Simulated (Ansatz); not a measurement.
# What GaC (built on the sites of a database entry of TlC) distorts into, part 2 of 2

Aim: this structure of GaC (built on the sites of a database entry of TlC) is to be tested for unstable modes, and one is followed downhill.

Ansatz 0.2.0; DFT PBEsol, scalar-relativistic, plane waves, norm-conserving pseudopotentials.

So far, highest frequency on the path or at a solved wavevector (cm⁻¹): step 2 (response at finite wavevector) 238. Also lowest frequency on the path (cm⁻¹): step 2 -561.

The structure was built from a prototype and need not be the compound's stable phase.

### Step 5. Energy along the mode, all amplitudes (two of the runs are shown above)

An imaginary frequency means negative curvature, so the energy should fall and then rise again as anharmonic terms take over.

Numbers from this step:

```
depth at the lowest point sampled  : 257.3 meV/atom
largest atomic shift at that point : 0.6 Å
```

Energy from the parent against largest atomic shift:

| largest atomic shift (Å) | energy from the parent (meV/atom) |
| --- | --- |
| 0.000 | 0 |
| 0.040 | -5.79 |
| 0.080 | -21.7 |
| 0.140 | -56.9 |
| 0.220 | -109 |
| 0.320 | -165 |
| 0.450 | -214 |
| 0.600 | -257 |

Displacement at unit largest shift by atom:

| atom | x (Å) | y (Å) | z (Å) | size |
| --- | --- | --- | --- | --- |
| Ga1 | 0.00 | 0.00 | 0.00 | 0.00 |
| Ga2 | 0.00 | 0.00 | 0.00 | 0.00 |
| Ga3 | 0.00 | 0.00 | 0.00 | 0.00 |
| Ga4 | 0.00 | 0.00 | 0.00 | 0.00 |
| C5 | -1.00 | 0.00 | 0.00 | 1.00 |
| C6 | 1.00 | 0.00 | 0.00 | 1.00 |
| C7 | 1.00 | 0.00 | 0.00 | 1.00 |
| C8 | -1.00 | 0.00 | 0.00 | 1.00 |

The lowest of the steps tried is the last one, at 0.6 Å, 257 meV/atom below the parent; the bottom of the well need not coincide with a step.

### Step 6. Relaxing from the distorted cell

Starting from the lowest point found, all atoms and the cell are let go, so that strain and other modes of the same symmetry can join in.

input.yaml reads:

```yaml
crystal:
  lattice:
    - [0.0, -2.7754559291, -2.7754559291]
    - [0.0, -2.7754559291, 2.7754559291]
    - [-5.5509118581, -2.7754559291, 0.0]
  atoms:
    - { symbol: Ga, position: [0.75, 0.75, 0.5] }
    - { symbol: Ga, position: [0.25, 0.25, 0.5] }
    - { symbol: Ga, position: [0.5, 0.5, 1.0] }
    - { symbol: Ga, position: [0.0, 0.0, 1.0] }
    - { symbol: C, position: [0.3209548255, 0.8209548255, 0.358090349] }
    - { symbol: C, position: [0.9290451745, 0.4290451745, 0.141909651] }
    - { symbol: C, position: [0.1790451745, 0.6790451745, 0.641909651] }
    - { symbol: C, position: [0.5709548255, 0.0709548255, 0.858090349] }
kpoints:
  mp_grid: { grid: [8, 8, 8] }
hamiltonian:
  xc: pbesol
  pseudopotentials: { kind: nc }
scf:
  occupations: { method: methfessel_paxton, width: 0.15 }
output:
  forces: true
  stress: true
  eigenvalues: true
relax:
  adjacent_minimum: "off"
  f_tol: 0.002
  max_steps: 120
  cell: { stress_tol: 0.03 }
```

Started as:

```sh
$ ansatz run input.yaml --threads 4 --pin off --max-ram 7168MiB --backend cpu --events-out ev --progress --plain --runs-dir out
```

Numbers of over 12 decimals in the logs are rounded to 6 here.

The log of the run:

```text
[...]
Crystal: 8 atoms, lattice volume = 85.519 Å³
Basis set: ecut = 1115.666836 eV, 7239 PW (Γ), exchange–correlation on 90×90×144 points (8 copies of the dense FFT grid, shifted against one another)
Bands: 42, of which v1, the nominal top of the filled ones, is band 34 counted from 1 (33 counted from 0)
Symmetry: 16 space group operations
[...]
k-points: 59 of 512
[...]
SCF iter   1: F=—  HF=-8952.838540 eV  |F-HF|=—  |Δ(HF+E_count)|=         —  Δρ=7.07e-2  dr2=7.13e0  ethr=3.10e-3  ⟨swp⟩=6.1  Hψ=9286  notcnv=0
[...]
SCF iter   9: F=-8951.173039 eV  HF=-8951.173039 eV  |F-HF|=9.06e-10  |Δ(HF+E_count)|=   2.67e-8  S|Δr|=    0.00e0  Δρ=1.65e-6  dr2=1.98e-9  ethr=1.47e-10  ⟨swp⟩=11.7  Hψ=10610  notcnv=0
SCF 1 converged in 9 iterations: F = -8951.173039 eV  dr2 = 1.98e-9
relax step   1: F+E_penalty+E_count = -8951.17303869 eV  Δ(F+E_penalty+E_count) = +0.000e0 eV  max|allowed force component| = 1.879e0 eV/Å  Δτ_max = 0.0000 Å  P = +10.384 GPa  Ω = 85.519 Å³  (9 SCF iters, dr2 threshold 1.00e-7 eV, accepted)
Crystal: 8 atoms, lattice volume = 89.757 Å³
Basis set: ecut = 1115.666836 eV, 7575 PW (Γ), exchange–correlation on 90×90×144 points (8 copies of the dense FFT grid, shifted against one another)
[...]
iter 1 solved again at ethr=1.10e-4 eV; its pass at ethr=3.10e-3 eV (dr2=7.49e-2 eV) is discarded
[...]
SCF iter   7: F=-8951.567030 eV  HF=-8951.567031 eV  |F-HF|=4.13e-8  |Δ(HF+E_count)|=   2.76e-7  S|Δr|=    0.00e0  Δρ=7.36e-6  dr2=7.82e-8  ethr=1.18e-9  ⟨swp⟩=6.2  Hψ=9541  notcnv=0
SCF 2 converged in 7 iterations: F = -8951.567030 eV  dr2 = 7.82e-8
relax step   2: F+E_penalty+E_count = -8951.56703049 eV  Δ(F+E_penalty+E_count) = -3.940e-1 eV  max|allowed force component| = 1.849e0 eV/Å  Δτ_max = 0.0372 Å  P = +2.764 GPa  Ω = 89.757 Å³  energy of the carried Pulay correction = -2.186e-3 eV  (7 SCF iters, dr2 threshold 8.00e-7 eV, accepted)
Crystal: 8 atoms, lattice volume = 92.959 Å³
Basis set: ecut = 1115.666836 eV, 7845 PW (Γ), exchange–correlation on 90×90×144 points (8 copies of the dense FFT grid, shifted against one another)
[...]
SCF iter   7: F=-8951.838609 eV  HF=-8951.838609 eV  |F-HF|=1.90e-7  |Δ(HF+E_count)|=   1.49e-6  S|Δr|=    0.00e0  Δρ=1.45e-5  dr2=3.14e-7  ethr=1.18e-9  ⟨swp⟩=9.5  Hψ=12144  notcnv=0
SCF 3 converged in 7 iterations: F = -8951.838609 eV  dr2 = 3.14e-7
relax step   3: F+E_penalty+E_count = -8951.83860906 eV  Δ(F+E_penalty+E_count) = -2.716e-1 eV  max|allowed force component| = 4.643e0 eV/Å  Δτ_max = 0.1352 Å  P = +3.173 GPa  Ω = 92.959 Å³  energy of the carried Pulay correction = -3.769e-3 eV  (7 SCF iters, dr2 threshold 8.00e-7 eV, accepted)
[... from here on, the SCF cycles and remarks between the steps are left out ...]
relax step   4: F+E_penalty+E_count = -8952.01289112 eV  Δ(F+E_penalty+E_count) = -1.743e-1 eV  max|allowed force component| = 1.274e0 eV/Å  Δτ_max = 0.0778 Å  P = -0.489 GPa  Ω = 90.890 Å³  energy of the carried Pulay correction = -2.753e-3 eV  (6 SCF iters, dr2 threshold 8.00e-7 eV, accepted)
relax step   5: F+E_penalty+E_count = -8952.05015161 eV  Δ(F+E_penalty+E_count) = -3.726e-2 eV  max|allowed force component| = 5.123e-1 eV/Å  Δτ_max = 0.1049 Å  P = -0.205 GPa  Ω = 90.706 Å³  energy of the carried Pulay correction = -2.661e-3 eV  (6 SCF iters, dr2 threshold 8.00e-7 eV, accepted)
relax step   6: F+E_penalty+E_count = -8952.06261351 eV  Δ(F+E_penalty+E_count) = -1.246e-2 eV  max|allowed force component| = 3.539e-2 eV/Å  Δτ_max = 0.0436 Å  P = +0.028 GPa  Ω = 91.155 Å³  energy of the carried Pulay correction = -2.884e-3 eV  (6 SCF iters, dr2 threshold 8.00e-7 eV, accepted)
relax step   7: F+E_penalty+E_count = -8952.06273511 eV  Δ(F+E_penalty+E_count) = -1.216e-4 eV  max|allowed force component| = 1.919e-2 eV/Å  Δτ_max = 0.0119 Å  P = +0.017 GPa  Ω = 91.146 Å³  energy of the carried Pulay correction = -2.880e-3 eV  (5 SCF iters, dr2 threshold 7.83e-8 eV, accepted)
relax step   8: F+E_penalty+E_count = -8952.06282862 eV  Δ(F+E_penalty+E_count) = -9.351e-5 eV  max|allowed force component| = 1.114e-3 eV/Å  Δτ_max = 0.0052 Å  P = +0.003 GPa  Ω = 91.174 Å³  energy of the carried Pulay correction = -2.894e-3 eV  (5 SCF iters, dr2 threshold 2.30e-8 eV, accepted)
relax step   9: F+E_penalty+E_count = -8952.07197783 eV  Δ(F+E_penalty+E_count) = -9.149e-3 eV  max|allowed force component| = 1.535e-3 eV/Å  Δτ_max = 0.0000 Å  P = +0.284 GPa  Ω = 91.174 Å³  stress off target by 3.92e-1 GPa  SCF on the basis re-selected at this cell (its energy is not comparable with the rows above)  (6 SCF iters)
relax step  10: F+E_penalty+E_count = -8952.07216425 eV  Δ(F+E_penalty+E_count) = -1.864e-4 eV  max|allowed force component| = 1.794e-3 eV/Å  Δτ_max = 0.0012 Å  P = +0.035 GPa  Ω = 91.388 Å³  energy of the carried Pulay correction = -9.990e-5 eV  (4 SCF iters, dr2 threshold 3.85e-7 eV, accepted)
relax step  11: F+E_penalty+E_count = -8952.07215374 eV  Δ(F+E_penalty+E_count) = +1.051e-5 eV  max|allowed force component| = 2.100e-4 eV/Å  Δτ_max = 0.0001 Å  P = +0.001 GPa  Ω = 91.420 Å³  energy of the carried Pulay correction = -1.151e-4 eV  (4 SCF iters, dr2 threshold 5.89e-9 eV, accepted)
[...]
SCF iter   1: F=—  HF=-8952.072400 eV  |F-HF|=—  |Δ(HF+E_count)|=         —  Δρ=5.95e-6  dr2=9.16e-9  ethr=5.16e-7  ⟨swp⟩=3.4  Hψ=16390  notcnv=0
eigensolver tolerance schedule: the retry pair's looser diagonalisation over-reported the residual by 38301.43 of it (diagonalisation noise at an unbounded share of the residual, at the tolerance the schedule requests for it); recorded, not acted on — ethr = c·dr2/N_el stays at c = 1.0e-1
[...]
SCF iter   2: F=—  HF=-8952.072266 eV  |F-HF|=—  |Δ(HF+E_count)|=   1.34e-4  S|Δr|=    0.00e0  Δρ=3.07e-6  dr2=2.28e-9  ethr=1.35e-11  ⟨swp⟩=4.0  Hψ=6995  notcnv=0
[...]
SCF iter   5: F=-8952.072266 eV  HF=-8952.072266 eV  |F-HF|=1.82e-12  |Δ(HF+E_count)|=  1.82e-12  S|Δr|=    0.00e0  Δρ=9.80e-8  dr2=8.00e-12  ethr=1.00e-12  ⟨swp⟩=6.9  Hψ=12128  notcnv=0
SCF 12 converged in 5 iterations: F = -8952.072266 eV  dr2 = 8.00e-12
relax step  12: F+E_penalty+E_count = -8952.07226574 eV  Δ(F+E_penalty+E_count) = -1.120e-4 eV  max|allowed force component| = 2.099e-4 eV/Å  Δτ_max = 0.0000 Å  P = -0.000 GPa  Ω = 91.420 Å³  stress off target by 2.43e-3 GPa  SCF on the basis re-selected at this cell (its energy is not comparable with the rows above)  (5 SCF iters)
[...]
SCF converged after 5 iterations
[...]
Free energy (F): -8952.072266 eV
[...]
Internal energy: -8952.073516 eV  (E = F + TS)
E sigma→0 (E₀):  -8952.072578 eV
Entropy (-TS):   0.001250 eV (0.156 meV/atom)
Fermi energy:    12.302470 eV
[...]
--- Forces (eV/Å), atoms counted from 1 ---
  atom   1  Ga     0.00000000    -0.00000000     0.00000000
  atom   2  Ga     0.00000000     0.00000000     0.00000000
  atom   3  Ga    -0.00000000    -0.00000000    -0.00000000
  atom   4  Ga     0.00000000     0.00000000     0.00000000
  atom   5  C      0.00020991    -0.00000000    -0.00000000
  atom   6  C      0.00005518    -0.00000000    -0.00000000
  atom   7  C     -0.00020991     0.00000000     0.00000000
  atom   8  C     -0.00005518     0.00000000     0.00000000
  max |Σ_I F_I| component: 6.78e-21 eV/Å
--- Stress (GPa, compression-positive) ---
       -0.002433       0.000000       0.000000
        0.000000       0.000767      -0.000000
        0.000000      -0.000000       0.000767
  P = ⅓ Tr σ = -0.0003 GPa (-0.003 kbar)
--- Band table (eV; the first three rows and the last of 59) ---
  k-point 0: bands = [... 30 lower, 9.0046, 9.6564, 10.9674, 10.9674, 12.4318, 13.2552, 14.4738, 14.4738, ... 4 higher]
  k-point 1: bands = [... 30 lower, 8.7247, 10.0994, 10.9827, 10.9827, 12.3519, 13.2071, 14.3620, 14.3620, ... 4 higher]
  k-point 2: bands = [... 30 lower, 8.5940, 10.9150, 11.0126, 11.0126, 11.7806, 13.3920, 14.1104, 14.1104, ... 4 higher]
  k-point 58: bands = [... 30 lower, 9.5506, 9.5506, 11.6040, 13.6044, 13.6044, 15.3424, 15.3424, 15.4902, ... 4 higher]
--- Relaxed structure (10 steps of the walk, 10 accepted, 2 SCFs on fresh bases) ---
  F+E_penalty+E_count = -8952.07226574 eV   max|allowed force component| = 2.099e-4 eV/Å   (the final SCF, on the basis selected at the relaxed cell)
  cell:  # Å, volume = 91.4200 Å³
    - [0, -2.907382, -2.907382]
    - [0, -2.907382, 2.907382]
    - [-5.407635, -2.907382, 0]
  atoms:
    - { symbol: Ga, position: [0.75, 0.75, 0.5] }
    - { symbol: Ga, position: [0.25, 0.25, 0.5] }
    - { symbol: Ga, position: [0.5, 0.5, 1.0] }
    - { symbol: Ga, position: [0, 0, 1.0] }
    - { symbol: C, position: [0.312863, 0.812863, 0.374273] }
    - { symbol: C, position: [0.906247, 0.406247, 0.187505] }
    - { symbol: C, position: [0.187137, 0.687137, 0.625727] }
    - { symbol: C, position: [0.593753, 0.093753, 0.812495] }
```

The job ended after 2.5 min (4 threads of Arm Neoverse V1, shared host; peak memory 1 GiB; 9.8 min of CPU time).

Step by step:

| step | energy less that of the first step (eV) | largest force component (eV/Å) | pressure (GPa) | volume (Å³) |
| --- | --- | --- | --- | --- |
| 1 | 0.0000 | 1.8794 | 10.38 | 85.52 |
| 2 | -0.3940 | 1.8486 | 2.76 | 89.76 |
| 3 | -0.6656 | 4.6429 | 3.17 | 92.96 |
| 4 | -0.8399 | 1.2736 | -0.49 | 90.89 |
| 5 | -0.8771 | 0.5123 | -0.21 | 90.71 |
| 6 | -0.8896 | 0.0354 | 0.03 | 91.15 |
| 7 | -0.8897 | 0.0192 | 0.02 | 91.15 |
| 8 | -0.8898 | 0.0011 | 0.00 | 91.17 |
| 9* | -0.8989 | 0.0015 | 0.28 | 91.17 |
| 10 | -0.8991 | 0.0018 | 0.03 | 91.39 |
| 11 | -0.8991 | 0.0002 | 0.00 | 91.42 |
| 12* | -0.8992 | 0.0002 | 0.00 | 91.42 |

Relaxation steps marked * repeat the geometry before them on a plane-wave basis chosen anew for their cell, so energy and pressure can jump there.

The run keeps the 16 symmetry operations that it works with, so distortions that break them were not tested.

| conventional cell, symmetrised | before | after | change |
| --- | --- | --- | --- |
| a (Å) | 3.925 | 4.112 | +4.8 % |
| b (Å) | 3.925 | 4.112 | +4.8 % |
| c (Å) | 11.102 | 10.815 | -2.6 % |
| volume (Å³/atom) | 10.69 | 11.43 | +6.9 % |

The atoms that moved most (Å, as changes of fractional coordinates times the final cell):

| atom | dx | dy | dz | length |
| --- | --- | --- | --- | --- |
| C8 | 0.247 | 0.000 | 0.000 | 0.247 |
| C6 | -0.247 | 0.000 | 0.000 | 0.247 |
| C5 | -0.088 | 0.000 | 0.000 | 0.088 |
| C7 | 0.088 | 0.000 | 0.000 | 0.088 |

Numbers from this step:

```yaml
pressure: -3.00e-4 GPa
volume_per_atom: 11.43 Å³
```

The distorted start has space group I4/mmm; the relaxation ends in I4/mmm.

### Step 7. The new phase in its own primitive cell

The relaxed structure is symmetrised, reduced to its primitive cell and relaxed tightly, as its phonons need.

input.yaml reads:

```yaml
crystal:
  lattice:
    - [-2.0558292898, 2.0558292898, 5.4076346753]
    - [2.0558292898, -2.0558292898, 5.4076346753]
    - [2.0558292898, 2.0558292898, -5.4076346753]
  atoms:
    - { symbol: Ga, position: [0.0, 0.5, 0.5] }
    - { symbol: Ga, position: [0.5, 0.0, 0.5] }
    - { symbol: Ga, position: [0.25, 0.75, 0.5] }
    - { symbol: Ga, position: [0.75, 0.25, 0.5] }
    - { symbol: C, position: [0.9371365249, 0.9371365249, 0.0] }
    - { symbol: C, position: [0.3437525396, 0.3437525396, 0.0] }
    - { symbol: C, position: [0.0628634751, 0.0628634751, 0.0] }
    - { symbol: C, position: [0.6562474604, 0.6562474604, 0.0] }
kpoints:
  mp_grid: { grid: [10, 10, 10] }
hamiltonian:
  xc: pbesol
  pseudopotentials: { kind: nc }
scf:
  occupations: { method: methfessel_paxton, width: 0.15 }
output:
  forces: true
  stress: true
  eigenvalues: true
relax:
  adjacent_minimum: "off"
  f_tol: 0.001
  max_steps: 60
  cell: { stress_tol: 0.01 }
```

The log of the run:

```text
[...]
- [2.055413, -2.055413, 5.422183]
    - [2.055413, 2.055413, -5.422183]
  atoms:
    - { symbol: Ga, position: [0, 0.5, 0.5] }
    - { symbol: Ga, position: [0.5, 0, 0.5] }
    - { symbol: Ga, position: [0.25, 0.75, 0.5] }
    - { symbol: Ga, position: [0.75, 0.25, 0.5] }
    - { symbol: C, position: [0.937267, 0.937267, 0] }
    - { symbol: C, position: [0.341947, 0.341947, 0] }
    - { symbol: C, position: [0.062733, 0.062733, 0] }
    - { symbol: C, position: [0.658053, 0.658053, 0] }
[key lines of the parts left out:]
SCF converged after 7 iterations
Free energy (F): -8952.033355 eV
Fermi energy:    12.300325 eV
P = ⅓ Tr σ = -0.0005 GPa (-0.005 kbar)
```

The job ended after 3.1 min (4 threads; peak memory 1.3 GiB; 12 min of CPU time).

Step by step:

| step | energy less that of the first step (eV) | largest force component (eV/Å) | pressure (GPa) | volume (Å³) |
| --- | --- | --- | --- | --- |
| 1 | 0.0000 | 0.0600 | 0.07 | 91.42 |
| 2 | -0.0008 | 0.0367 | -0.07 | 91.61 |
| 3 | -0.0012 | 0.0261 | 0.09 | 91.57 |
| 4 | -0.0012 | 0.0080 | -0.01 | 91.64 |
| 5 | -0.0012 | 0.0302 | -0.04 | 91.62 |
| 6 | -0.0012 | 0.0003 | -0.01 | 91.63 |
| 7* | -0.0014 | 0.0003 | 0.00 | 91.63 |
| 8 | -0.0014 | 0.0002 | 0.00 | 91.63 |
| 9* | -0.0014 | 0.0002 | 0.00 | 91.63 |

Relaxation steps marked * repeat the geometry before them on a plane-wave basis chosen anew for their cell, so energy and pressure can jump there. Relaxation step 5 was tried and not accepted.

The run keeps the 16 symmetry operations that it works with, so distortions that break them were not tested.

| conventional cell, symmetrised | before | after | change |
| --- | --- | --- | --- |
| a (Å) | 4.112 | 4.111 | -0.0 % |
| b (Å) | 4.112 | 4.111 | -0.0 % |
| c (Å) | 10.815 | 10.844 | +0.3 % |
| volume (Å³/atom) | 11.43 | 11.45 | +0.2 % |

The atoms that moved most (Å, as changes of fractional coordinates times the final cell):

| atom | dx | dy | dz | length |
| --- | --- | --- | --- | --- |
| C8 | 0.000 | 0.000 | 0.020 | 0.020 |
| C6 | 0.000 | 0.000 | -0.020 | 0.020 |

Final coordinates:

```xyz
8
Lattice="-2.0554 2.0554 5.4222 2.0554 -2.0554 5.4222 2.0554 2.0554 -5.4222" Properties=species:S:1:pos:R:3 pbc="T T T"
Ga    2.0554    0.0000    0.0000
Ga    0.0000    2.0554    0.0000
Ga    2.0554    0.0000    2.7111
Ga    0.0000    2.0554    2.7111
C     0.0000    0.0000   10.1641
C     0.0000    0.0000    3.7082
C     0.0000    0.0000    0.6803
C     0.0000    0.0000    7.1362
```

Numbers from this step:

| Item | Value |
| --- | --- |
| pressure | -5.41e-4 GPa |
| volume per atom | 11.45 Å³ |

The largest force component left is 0.20 meV/Å and the pressure is -0.001 GPa, within the tolerances set. The cell now holds 11.45 Å³/atom.

### Step 8. Summary of results

- unstable mode of the parent: q = (0.25, -0.5, -0.5), 557i cm⁻¹
- depth at the lowest point sampled: 257 meV/atom
- largest atomic shift at that point: 0.6 Å
- space group reached (within 0.01 Å): I4/mmm
- energy gained over the parent (first relaxation, on the mesh of the frozen mode): 370 meV/atom
- volume per atom, phase reached: 11.5 Å³

**Reading.** Along this mode the structure falls into I4/mmm, 370 meV/atom below the parent. At the parent's cell the well is 257.3 meV/atom deep on the steps tried, with its lowest point at a shift of 0.6 Å. That is the last step tried, so the steps alone don't bracket the bottom of the well. Relaxing atoms and cell changes the gain by +112.32 meV/atom against the lowest step (energies at zero smearing). The modes of the phase reached were not computed on this path. Of the 2 patterns followed to their end from this parent, this one ends 31.0 meV/atom above the lowest, P4/nmm. Each path keeps the symmetry of its pattern, so a lower phase may lie along a pattern not tried. With no gap, or one that is small against the smearing, the frequencies hang on the k mesh and the smearing, most of all near Kohn anomalies. The phonon runs are without spin polarisation, although the cell has an odd electron count. The starting cell was built on a prototype and not taken from a measurement, so the phase need not exist.

[Logs are printed without paths, hosts, clocks, repeated set-up lines and the standing remarks that a program may print on its own settings, such as how far it seeks lower states.]

[Hosts, paths, dates, database ids (printed as entryN), source tags and the programs' standing remarks are cut or masked in the printed files.]
